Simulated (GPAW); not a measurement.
# Screening of a field by HfGe2As4 monolayer, part 2 of 2

How does HfGe2As4 monolayer screen a perpendicular field?

GPAW 26.7.0; GPAW, PAW setups; layer in a repeated cell with vacuum, relaxation of atoms and in-plane cell (the session's first sound run).

So far. Step 5 (Field on): The dipole is now -0.0889 e Å, against 0.0011 in the run without a field.

**8. Field on**

Level of this step: GPAW, PAW setups; slab in vacuum (GPAW).

The input, run.py:

```python
import json
import numpy as np
from ase import Atoms
from gpaw import GPAW, PW
from gpaw.external import ConstantElectricField

slab = Atoms(
    ['As', 'Ge', 'As', 'Hf', 'As', 'Ge', 'As'],
    positions=[
        [-0.00000, -0.00000, 8.00000],
        [0.00000, 2.23644, 9.12063],
        [0.00000, 2.23644, 11.57682],
        [-0.00000, 0.00000, 13.10079],
        [0.00000, 2.23644, 14.62477],
        [0.00000, 2.23644, 17.08095],
        [-0.00000, -0.00000, 18.20159]],
    cell=[[3.87361, -0.0, 0.0], [-1.93681, 3.35464, 0.0], [0.0, 0.0, 26.2016]],
    pbc=[True, True, False])

slab.calc = GPAW(mode=PW(400), xc='PBE', kpts={'size': (9, 9, 1), 'gamma': True},
                 occupations={'name': 'fermi-dirac', 'width': 0.05}, nbands='200%',
                 convergence={'density': 1e-05}, maxiter=200,
                 poissonsolver={'dipolelayer': 'xy'},
                 external=ConstantElectricField(0.1, [0, 0, 1]),
                 symmetry={'tolerance': 1e-3}, txt='slab.txt')
result = {}
energy = slab.get_potential_energy()
fermi = slab.calc.get_fermi_level()
v = slab.calc.get_electrostatic_potential().mean((0, 1)) - fermi
n = slab.calc.get_pseudo_density().mean((0, 1))
L = slab.cell[2, 2]
z = np.arange(len(v)) * L / len(v)
low, high = slab.positions[:, 2].min(), slab.positions[:, 2].max()
below, above = np.interp([low - 5.8, high + 5.8], z, v)
slopes = [np.interp(x, z, np.gradient(v, z)) for x in (low - 5.8, high + 5.8)]
eps = np.array([[slab.calc.get_eigenvalues(k, s) for k in range(len(slab.calc.get_ibz_k_points()))]
                for s in range(slab.calc.get_number_of_spins())]) - fermi
top, bottom = eps[eps < 0].max(), eps[eps > 0].min()
dipole = slab.get_dipole_moment()[2]
print(f'energy {energy:.4f} eV, Fermi level {fermi:.4f} eV, dipole {dipole:.5f} e A')
print(f'potential 5.8 A off the faces, from the Fermi level: lower {below:.4f} eV, upper {above:.4f} eV')
print(f'slope of the potential there: lower {slopes[0]:.5f}, upper {slopes[1]:.5f} eV/A')
print(f'nearest levels on the mesh: {top:.4f} and {bottom:.4f} eV')
print('magnetic moment', round(slab.get_magnetic_moment(), 3))
result.update(energy=energy, fermi=fermi, dipole=dipole, below=below, above=above, slopes=slopes, edges=[top, bottom],
              z=z.tolist(), v=v.tolist(), n=n.tolist(), positions=slab.positions.tolist(),
              forces=slab.get_forces(apply_constraint=False).tolist(), moments=slab.get_magnetic_moments().tolist())
json.dump(result, open('result.json', 'w'))
```

Started as:

```
$ OMP_NUM_THREADS=1 OPENBLAS_NUM_THREADS=1 python run.py
```

The program printed:

```text
energy -36.6501 eV, Fermi level 0.1930 eV, dipole 0.08888 e A
potential 5.8 A off the faces, from the Fermi level: lower 5.6184 eV, upper 4.3800 eV
slope of the potential there: lower -0.00011, upper 0.00021 eV/A
nearest levels on the mesh: -0.1672 and 0.0362 eV
magnetic moment 0.0
```

Run time: 2.7 min. Hardware: 1 thread of Intel Xeon 6975P-C (Granite Rapids), shared host; peak memory 0.49 GiB.

The electrostatic potential energy of an electron (without an applied field's), less the Fermi level, planar mean by z:

z (Å), electrostatic potential energy of an electron (without an applied field's), less the Fermi level, planar mean (eV) and a bar from the least value:
```
      0.0        5.0 #############################
      0.5        5.6 ##############################
      1.0        5.6 ##############################
      1.5        5.6 ##############################
      2.0        5.6 ##############################
      2.5        5.6 ##############################
      3.0        5.6 ##############################
      3.5        5.6 ##############################
      4.0        5.6 ##############################
      4.5        5.6 ##############################
      5.0        5.6 ##############################
      5.5        5.6 ##############################
      6.0        5.5 ##############################
      6.5        5.0 #############################
      7.0        3.2 ##########################
      7.5       -3.1 #################
      8.0      -11.8 ####
      8.5       -8.4 #########
      9.0      -11.4 #####
      9.5       -5.6 #############
     10.0        1.4 ########################
     10.5        2.7 ##########################
     11.0       -1.5 ####################
     11.5      -10.2 #######
     12.0       -6.6 ############
     12.5       -6.8 ############
     13.0      -14.8 
     13.5      -10.2 #######
     14.0       -5.2 ##############
     14.5      -10.5 ######
     15.0       -5.6 ##############
     15.5        1.4 ########################
     16.0        2.0 #########################
     16.5       -2.6 ##################
     17.0      -11.7 #####
     17.5       -9.5 ########
     18.0      -12.1 ####
     18.5       -8.4 #########
     19.0        0.4 ######################
     19.5        3.4 ###########################
     20.0        4.1 ############################
     20.5        4.3 ############################
     21.0        4.4 ############################
     21.5        4.4 ############################
     22.0        4.4 ############################
     22.5        4.4 ############################
     23.0        4.4 ############################
     23.5        4.4 ############################
     24.0        4.4 ############################
     24.5        4.4 ############################
     25.0        4.4 ############################
     25.5        4.4 ############################
     26.0        4.6 #############################
```

The dipole is now 0.0889 e Å, against 0.0011 in the run without a field.

**9. In a field**

Edit run.py of step 8 so:

```diff
@@ -23,3 +23,3 @@
                  poissonsolver={'dipolelayer': 'xy'},
-                 external=ConstantElectricField(0.1, [0, 0, 1]),
+                 external=ConstantElectricField(0.2, [0, 0, 1]),
                  symmetry={'tolerance': 1e-3}, txt='slab.txt')
```

The program printed:

```text
energy -36.6634 eV, Fermi level 0.1915 eV, dipole 0.17774 e A
potential 5.8 A off the faces, from the Fermi level: lower 6.2405 eV, upper 3.7640 eV
slope of the potential there: lower -0.00007, upper 0.00026 eV/A
nearest levels on the mesh: -0.1670 and 0.0363 eV
magnetic moment 0.0
```

It took 2.7 min on 1 thread; peak memory 0.49 GiB.

The electrostatic potential energy of an electron (without an applied field's), less the Fermi level, planar mean oscillates, so the rows of the table below give means over windows of 1.83 Å about each position, cut where the curve ends. Its maxima inside the range that stand out by 2 % of the span (Å: eV): 1.8: 6.24, 8.6: -7.75, 10.4: 3.14, 12.3: -4.86, 13.9: -5.18, 15.8: 2.08, 17.6: -9.49. Its minima: 8.1: -11.5, 9.1: -11.2, 11.6: -10.5, 13.1: -15.2, 14.6: -11.1, 17.1: -12.7, 18.1: -13.4.

The electrostatic potential energy of an electron (without an applied field's), less the Fermi level, planar mean by z; means over each step:

```csv
z (Å),"electrostatic potential energy of an electron (without an applied field's), less the Fermi level, planar mean (eV)"
0.92,6.11
2.75,6.24
4.58,6.23
6.41,5.07
8.23,-8.23
10.07,-0.830
11.89,-7.19
13.73,-9.94
15.55,-1.72
17.38,-10.3
19.21,-0.731
21.05,3.73
22.88,3.76
24.70,3.76
```

The dipole is now 0.178 e Å, against 0.0011 in the run without a field.

**10. Field on**

Edit run.py of step 9 so:

```diff
@@ -23,3 +23,3 @@
                  poissonsolver={'dipolelayer': 'xy'},
-                 external=ConstantElectricField(0.2, [0, 0, 1]),
+                 external=ConstantElectricField(0.3, [0, 0, 1]),
                  symmetry={'tolerance': 1e-3}, txt='slab.txt')
```

The program printed:

```text
energy -36.6857 eV, Fermi level 0.1892 eV, dipole 0.26667 e A
potential 5.8 A off the faces, from the Fermi level: lower 6.8647 eV, upper 3.1492 eV
slope of the potential there: lower -0.00003, upper 0.00031 eV/A
nearest levels on the mesh: -0.1667 and 0.0366 eV
magnetic moment 0.0
```

The job ended after 2.1 min (1 thread; peak memory 0.49 GiB).

Table of electrostatic potential energy of an electron (without an applied field's), less the Fermi level, planar mean by z:

```csv
z (Å),"electrostatic potential energy of an electron (without an applied field's), less the Fermi level, planar mean (eV)"
0.0,5.01
0.5,6.86
1.0,6.86
1.5,6.86
2.0,6.86
2.5,6.86
3.0,6.86
3.5,6.86
4.0,6.86
4.5,6.86
5.0,6.85
5.5,6.82
6.0,6.69
6.5,6.21
7.0,4.35
7.5,-1.99
8.0,-10.8
8.5,-7.50
9.0,-10.6
9.5,-4.96
10.0,2.02
10.5,3.24
11.0,-1.06
11.5,-9.85
12.0,-6.35
12.5,-6.64
13.0,-14.8
13.5,-10.3
14.0,-5.40
14.5,-10.7
15.0,-5.94
15.5,0.898
16.0,1.41
16.5,-3.28
17.0,-12.4
17.5,-10.3
18.0,-13.0
18.5,-9.46
19.0,-0.771
19.5,2.18
20.0,2.92
20.5,3.09
21.0,3.14
21.5,3.15
22.0,3.15
22.5,3.15
23.0,3.15
23.5,3.15
24.0,3.15
24.5,3.15
25.0,3.15
25.5,3.15
26.0,3.95
```

The dipole is now 0.267 e Å, against 0.0011 in the run without a field.

**11. The series**

The members are put on one axis.

This step: induced dipole against applied field (GPAW 26.7.0).

The dipole along the normal by field:

```csv
field (V/Å),dipole along the normal (e·Å)
-0.200,-0.178
-0.100,-0.0889
-0.050,-0.0444
0.000,0.00106
0.050,0.0444
0.100,0.0889
0.200,0.178
0.300,0.267
```

**12. Outcome**

| Quantity | Value |
| --- | --- |
| work function, both faces | 5.00 eV |
| dipole along the normal | 0.0011 e Å, near the numerical noise |
| induced dipole per field | 0.889 e Å per V/Å |
| out-of-plane polarisability per area, α/(ε0 A) | 12.4 Å |

What this shows: The field induces 0.889 e Å per V/Å, a polarisable thickness α/(ε0 A) of 12.4 Å beside 10.2 Å between the outermost nuclei. A perfect conductor would give the distance between its two image planes; a dielectric of thickness t gives t(1 - 1/ε). The induced dipole is linear in the field over this range. The starting lattice was a guess from atomic radii; the relaxation moved it by 4 %. The small printed dipole stands for a step of -15 meV from the lower to the upper face, and the probes find 4.7 meV; values this small are near the numerical noise of both. The layer's cell and atoms come from the relaxation; spin-orbit coupling and temperature are left out.

[Logs are printed without paths, hosts, clocks, repeated set-up lines and the standing remarks that a program may print on its own settings, such as how far it seeks lower states.]

[Hosts, paths, dates, database ids (printed as entryN), source tags and the programs' standing remarks are cut or masked in the printed files.]
